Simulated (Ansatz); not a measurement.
**How Au(110) screens a field**

Wanted: the response of a Au(110) slab to a perpendicular field.

Calculated with Ansatz 0.2.0; plane-wave DFT, PBE, Ansatz PAW, in the first sound run; inputs show where later runs differ.

Most raw output is cut from this account.

## 1. Starting point

The cell holds 6 atoms: 6 Au. Its edges and angles: a = 4.080 Å, b = 2.885 Å, c = 25.212 Å, α = 90.0°, β = 90.0°, γ = 90.0°. Vacuum lies along c.

## 2. Single point, field 0

A sawtooth potential applies the field, turning back in the middle of the vacuum. With the dipole correction the typed value is the field outside the slab. The induced dipole is small, so the SCF threshold is tight.

The input, input.yaml:

```yaml
crystal:
  lattice:
    - [4.08, 0.0, 0.0]
    - [0.0, 2.8849956672, 0.0]
    - [0.0, 0.0, 25.2124891681]
  atoms:
    - { symbol: Au, position: [0.5, 0.5, 0.3569659441] }
    - { symbol: Au, position: [0.0, 0.0, 0.4141795665] }
    - { symbol: Au, position: [0.5, 0.5, 0.4713931888] }
    - { symbol: Au, position: [0.0, 0.0, 0.5286068112] }
    - { symbol: Au, position: [0.5, 0.5, 0.5858204335] }
    - { symbol: Au, position: [0.0, 0.0, 0.6430340559] }
kpoints:
  mp_grid: { grid: [12, 18, 1] }
hamiltonian:
  xc: pbe
scf:
  occupations: { method: fermi_dirac, width: 0.1 }
  convergence: { dr2_threshold: 1.0e-10 }
efield:
  axis: 3
  dipole_correction: true
  ramp_position: 0.97
  ramp_width: 0.06
  amplitude: 0
output:
  forces: true
  write_potential: true
  write_density: true
  volumetric_format: npy
```

On the command line:

```console
ansatz run input.yaml --threads 4 --pin off --max-ram 6144MiB --backend cpu --events-out ev --progress --plain --runs-dir out
```

Run time: 31 s. Hardware: 4 threads of Intel Xeon Platinum 8488C (Sapphire Rapids), shared host; peak memory 1.4 GiB; 2 min of CPU time.

This step gave:

```
energy at zero smearing   : -78894.5006 eV
work function, upper face : 4.967 eV
dipole along the normal   : -4.79e-8 e·Å
```

Running mean over 1.442 Å of the planar mean; the ramp of the sawtooth is left out. The electron's electrostatic potential energy less the Fermi level by z:

| z (Å) | electron's electrostatic potential energy less the Fermi level (eV) |
| --- | --- |
| 3.5 | 4.97 |
| 4.0 | 4.97 |
| 4.5 | 4.97 |
| 5.0 | 4.97 |
| 5.5 | 4.96 |
| 6.0 | 4.95 |
| 6.5 | 4.89 |
| 7.0 | 4.69 |
| 7.5 | 3.76 |
| 8.0 | 0.671 |
| 8.5 | -3.76 |
| 9.0 | -7.09 |
| 9.5 | -8.16 |
| 10.0 | -8.45 |
| 10.5 | -8.61 |
| 11.0 | -8.70 |
| 11.5 | -8.74 |
| 12.0 | -8.75 |
| 12.5 | -8.75 |
| 13.0 | -8.75 |
| 13.5 | -8.74 |
| 14.0 | -8.72 |
| 14.5 | -8.66 |
| 15.0 | -8.52 |
| 15.5 | -8.31 |
| 16.0 | -7.74 |
| 16.5 | -5.45 |
| 17.0 | -1.20 |
| 17.5 | 2.77 |
| 18.0 | 4.45 |
| 18.5 | 4.84 |
| 19.0 | 4.93 |
| 19.5 | 4.96 |
| 20.0 | 4.96 |
| 20.5 | 4.97 |
| 21.0 | 4.97 |
| 21.5 | 4.97 |
| 22.0 | 4.97 |

Force by atom:

| atom | x (eV/Å) | y (eV/Å) | z (eV/Å) | size |
| --- | --- | --- | --- | --- |
| Au1 | 0.000 | 0.000 | -0.036 | 0.036 |
| Au2 | 0.000 | 0.000 | -0.737 | 0.737 |
| Au3 | 0.000 | 0.000 | 0.075 | 0.075 |
| Au4 | 0.000 | 0.000 | -0.075 | 0.075 |
| Au5 | 0.000 | 0.000 | 0.737 | 0.737 |
| Au6 | 0.000 | 0.000 | 0.036 | 0.036 |

The work function of the upper face is 4.97 eV.

## 3. Atoms held, field 0.05 V/Å

Edit input.yaml of step 2 so:

```diff
@@ -24,3 +24,3 @@
   ramp_width: 0.06
-  amplitude: 0
+  amplitude: 0.05
 output:
```

The job ended after 31 s (4 threads; peak memory 1.3 GiB; 2.1 min of CPU time).

The dipole is 0.0321 e·Å.

## 4. Single point, field -0.05 V/Å

Edit input.yaml of step 3 so:

```diff
@@ -24,3 +24,3 @@
   ramp_width: 0.06
-  amplitude: 0.05
+  amplitude: -0.05
 output:
```

The job ended after 32 s (4 threads; peak memory 1.3 GiB).

The dipole is -0.0321 e·Å.

## 5. Single point, field 0.1 V/Å

Edit input.yaml of step 4 so:

```diff
@@ -24,3 +24,3 @@
   ramp_width: 0.06
-  amplitude: -0.05
+  amplitude: 0.1
 output:
```

Run time: 29 s. Hardware: 4 threads; peak memory 1.3 GiB.

The dipole is 0.0642 e·Å.

## 6. Single point, field -0.1 V/Å

Edit input.yaml of step 5 so:

```diff
@@ -24,3 +24,3 @@
   ramp_width: 0.06
-  amplitude: 0.1
+  amplitude: -0.1
 output:
```

The job ended after 30 s (4 threads; peak memory 1.3 GiB).

The dipole is -0.0642 e·Å.

## 7. Atoms held, field 0.2 V/Å

Edit input.yaml of step 6 so:

```diff
@@ -24,3 +24,3 @@
   ramp_width: 0.06
-  amplitude: -0.1
+  amplitude: 0.2
 output:
```

Elapsed: 31 s, on 4 threads; peak memory 1.3 GiB; 2 min of CPU time.

The dipole is 0.128 e·Å.

## 8. Atoms held, field -0.2 V/Å

Edit input.yaml of step 7 so:

```diff
@@ -24,3 +24,3 @@
   ramp_width: 0.06
-  amplitude: 0.2
+  amplitude: -0.2
 output:
```

The job ended after 32 s (4 threads; peak memory 1.3 GiB; 2.1 min of CPU time).

The dipole is -0.128 e·Å.

## 9. Atoms held, field 0.4 V/Å

Edit input.yaml of step 8 so:

```diff
@@ -24,3 +24,3 @@
   ramp_width: 0.06
-  amplitude: -0.2
+  amplitude: 0.4
 output:
@@ -30 +30,2 @@
   volumetric_format: npy
+  elf: true
```

Elapsed: 32 s, on 4 threads; peak memory 1.3 GiB.

Running mean over 1.442 Å of the planar mean, with the applied field; the ramp of the sawtooth is left out. Electron's electrostatic potential energy less the Fermi level against z:

| z (Å) | electron's electrostatic potential energy less the Fermi level (eV) |
| --- | --- |
| 3.5 | 3.32 |
| 4.0 | 3.52 |
| 4.5 | 3.72 |
| 5.0 | 3.92 |
| 5.5 | 4.11 |
| 6.0 | 4.29 |
| 6.5 | 4.42 |
| 7.0 | 4.39 |
| 7.5 | 3.61 |
| 8.0 | 0.604 |
| 8.5 | -3.78 |
| 9.0 | -7.10 |
| 9.5 | -8.17 |
| 10.0 | -8.46 |
| 10.5 | -8.62 |
| 11.0 | -8.70 |
| 11.5 | -8.74 |
| 12.0 | -8.75 |
| 12.5 | -8.75 |
| 13.0 | -8.75 |
| 13.5 | -8.74 |
| 14.0 | -8.72 |
| 14.5 | -8.65 |
| 15.0 | -8.51 |
| 15.5 | -8.30 |
| 16.0 | -7.73 |
| 16.5 | -5.43 |
| 17.0 | -1.15 |
| 17.5 | 2.90 |
| 18.0 | 4.71 |
| 18.5 | 5.26 |
| 19.0 | 5.54 |
| 19.5 | 5.76 |
| 20.0 | 5.96 |
| 20.5 | 6.17 |
| 21.0 | 6.37 |
| 21.5 | 6.57 |
| 22.0 | 6.77 |

The dipole is 0.257 e·Å.

## 10. The response

This step: plane-wave DFT, PBE, Ansatz PAW; screening of a field by a metal slab (Ansatz 0.2.0).

The dipoles give the slope, and the difference of two potentials shows where the field is screened.

This step gave:

```yaml
equivalent_conductor_thickness_p_eps_0ae: 9.874 Å
distance_between_the_outer_atoms: 7.212 Å
image_plane_upper_face: 1.325 Å
induced_electrons_on_the_upper_face_over_eps_0e: -1.001
image_plane_lower_face: 1.325 Å
induced_electrons_on_the_lower_face_over_eps_0e: 1.001
```

Table of dipole of the cell by applied field:

```csv
applied field (V/Å),dipole of the cell (e·Å)
-0.200,-0.128
-0.100,-0.0642
-0.050,-0.0321
0.000,0
0.050,0.0321
0.100,0.0642
0.200,0.128
0.400,0.257
```

Local field over the applied field, running mean. From the potentials at -0.05 and 0.05 V/Å; running mean over 1.442 Å. Local field over applied field against z:

```csv
z (Å),local field over applied field
4.5,0.998
5.0,0.995
5.5,0.987
6.0,0.967
6.5,0.918
7.0,0.810
7.5,0.608
8.0,0.349
8.5,0.132
9.0,0.0184
9.5,-0.00242
10.0,0.00892
10.5,0.0205
11.0,0.0177
11.5,0.00861
12.0,0.00249
12.5,9.1e-4
13.0,0.00152
13.5,0.00527
14.0,0.0142
14.5,0.0205
15.0,0.0156
15.5,6.2e-5
16.0,0.00304
16.5,0.0684
17.0,0.248
17.5,0.499
18.0,0.736
18.5,0.882
19.0,0.951
19.5,0.981
20.0,0.993
20.5,0.997
21.0,0.999
```

Electrons, planar mean, per unit field. Table of induced electron density by z:

z (Å), induced electron density (e/Å³ per V/Å) and a bar from the least value:
```
      4.5    0.00001 ##############
      5.0    0.00004 ##############
      5.5    0.00010 ###############
      6.0    0.00026 ###############
      6.5    0.00064 #################
      7.0    0.00146 ####################
      7.5    0.00291 ##########################
      8.0    0.00395 ##############################
      8.5    0.00133 ####################
      9.0    0.00064 #################
      9.5   -0.00023 #############
     10.0   -0.00028 #############
     10.5   -0.00009 ##############
     11.0    0.00024 ###############
     11.5    0.00002 ##############
     12.0    0.00003 ##############
     12.5    0.00003 ##############
     13.0   -0.00003 ##############
     13.5   -0.00003 ##############
     14.0   -0.00018 ##############
     14.5   -0.00014 ##############
     15.0    0.00019 ###############
     15.5    0.00036 ################
     16.0   -0.00014 ##############
     16.5   -0.00065 ############
     17.0   -0.00329 #
     17.5   -0.00357 
     18.0   -0.00201 ######
     18.5   -0.00091 ###########
     19.0   -0.00038 #############
     19.5   -0.00015 ##############
     20.0   -0.00006 ##############
     20.5   -0.00002 ##############
     21.0   -0.00001 ##############
```

By hand: between -0.05 and 0.05 V/Å the dipole changes by 0.06423 e·Å, a slope of 0.6423 e·Å²/V. A perfect conductor of thickness t has p = ε₀AEt, so t = 180.95 × 0.6423 / 11.771 = 9.87 Å (e/ε₀ = 180.95 V·Å, A in Å²). Less the 7.21 Å between the outer atoms, and halved, that puts each image plane 1.33 Å out.

The induced dipole is that of a conductor 9.87 Å thick.

## 11. Varying the input: magnetization = {"spin_polarized": true}

This step: plane-wave DFT, PBE, Ansatz PAW, but for the change named below (Ansatz 0.2.0).

A run with a changed input: it repeats the earlier run at 0.05 V/Å with magnetization to spin_polarized: true.

The input, input.yaml:

```yaml
crystal:
  lattice:
    - [4.08, 0.0, 0.0]
    - [0.0, 2.8849956672, 0.0]
    - [0.0, 0.0, 25.2124891681]
  atoms:
    - { symbol: Au, position: [0.5, 0.5, 0.3569659441], spin: 0.2 }
    - { symbol: Au, position: [0.0, 0.0, 0.4141795665], spin: 0.2 }
    - { symbol: Au, position: [0.5, 0.5, 0.4713931888], spin: 0.2 }
    - { symbol: Au, position: [0.0, 0.0, 0.5286068112], spin: 0.2 }
    - { symbol: Au, position: [0.5, 0.5, 0.5858204335], spin: 0.2 }
    - { symbol: Au, position: [0.0, 0.0, 0.6430340559], spin: 0.2 }
kpoints:
  mp_grid: { grid: [12, 18, 1] }
hamiltonian:
  xc: pbe
scf:
  occupations: { method: fermi_dirac, width: 0.1 }
  convergence: { dr2_threshold: 1.0e-10 }
efield:
  axis: 3
  dipole_correction: true
  ramp_position: 0.97
  ramp_width: 0.06
  amplitude: 0.05
output:
  forces: true
  write_potential: true
  write_density: true
  volumetric_format: npy
magnetization:
  spin_polarized: true
```

The job ended after 70 s (4 threads; peak memory 2.1 GiB; 4.5 min of CPU time).

This step gave:

* energy at zero smearing: -78894.5014 eV
* dipole along the normal: 0.03211 e·Å

Force by atom:

```csv
atom,x (eV/Å),y (eV/Å),z (eV/Å),size
Au1,0.000,0.000,-0.038,0.038
Au2,0.000,0.000,-0.737,0.737
Au3,0.000,0.000,0.076,0.076
Au4,0.000,0.000,-0.074,0.074
Au5,0.000,0.000,0.737,0.737
Au6,0.000,0.000,0.035,0.035
```

```
                     quantity  this run  earlier run  difference
dipole along the normal (e·Å)   0.03211      0.03211      4.8e-8
```

The dipole moves by under 0.5 % or 5e-5 e·Å. The run took 15 SCF cycles against 12.

## 12. Varying the input: efield.amplitude = -0.05

This step: plane-wave DFT, PBE, Ansatz PAW (Ansatz 0.2.0).

Another changed input: it repeats the earlier run at 0.05 V/Å with efield.amplitude from 0.05 to -0.05.

input.yaml, the sections that differ from step 11:

```yaml
crystal:
  lattice:
    - [4.08, 0.0, 0.0]
    - [0.0, 2.8849956672, 0.0]
    - [0.0, 0.0, 25.2124891681]
  atoms:
    - { symbol: Au, position: [0.5, 0.5, 0.3569659441] }
    - { symbol: Au, position: [0.0, 0.0, 0.4141795665] }
    - { symbol: Au, position: [0.5, 0.5, 0.4713931888] }
    - { symbol: Au, position: [0.0, 0.0, 0.5286068112] }
    - { symbol: Au, position: [0.5, 0.5, 0.5858204335] }
    - { symbol: Au, position: [0.0, 0.0, 0.6430340559] }
efield:
  axis: 3
  dipole_correction: true
  ramp_position: 0.97
  ramp_width: 0.06
  amplitude: -0.05
# kpoints, hamiltonian, scf, output: as in step 11
# magnetization: removed
```

Wall time 30 s (4 threads); peak memory 1.3 GiB.

This step gave:

```yaml
dipole_along_the_normal: -0.03211 e·Å
```

Force by atom:

```
atom  x (eV/Å)  y (eV/Å)  z (eV/Å)   size
 Au1     0.000     0.000    -0.035  0.035
 Au2     0.000     0.000    -0.737  0.737
 Au3     0.000     0.000     0.074  0.074
 Au4     0.000     0.000    -0.076  0.076
 Au5     0.000     0.000     0.737  0.737
 Au6     0.000     0.000     0.038  0.038
```

```csv
quantity,this run,earlier run,difference
dipole along the normal (e·Å),-0.03211,0.03211,-0.064
```

The applied field differs, and the slope found earlier predicts a dipole of -0.0321 e·Å; this run gives -0.0321 e·Å, in line with it.

## 13. Results

```
work function                                : 4.97 eV
image plane, upper face                      : 1.33 Å
induced electrons on the upper face over ε₀E : -1.00
equivalent conductor thickness p/(ε₀AE)      : 9.87 Å
```

**Reading.** The induced charge has its centre 1.33 Å outside the outermost atoms; this is the plane from which a capacitor's gap or an image potential counts. The equivalent conductor thickness exceeds the distance between the outer atoms by 2.66 Å, about the sum of the two image-plane distances. The atoms are held at bulk positions with the tabulated experimental lattice constant.

[Logs are printed without paths, hosts, clocks, repeated set-up lines and the standing remarks that a program may print on its own settings, such as how far it seeks lower states.]

[Hosts, paths, dates, database ids (printed as entryN), source tags and the programs' standing remarks are cut or masked in the printed files.]

[Maps of the electrostatic potential energy from Ansatz leave out the sawtooth potential of an applied field or a dipole correction, so their vacuum need not be flat; planar profiles and work functions include it.]
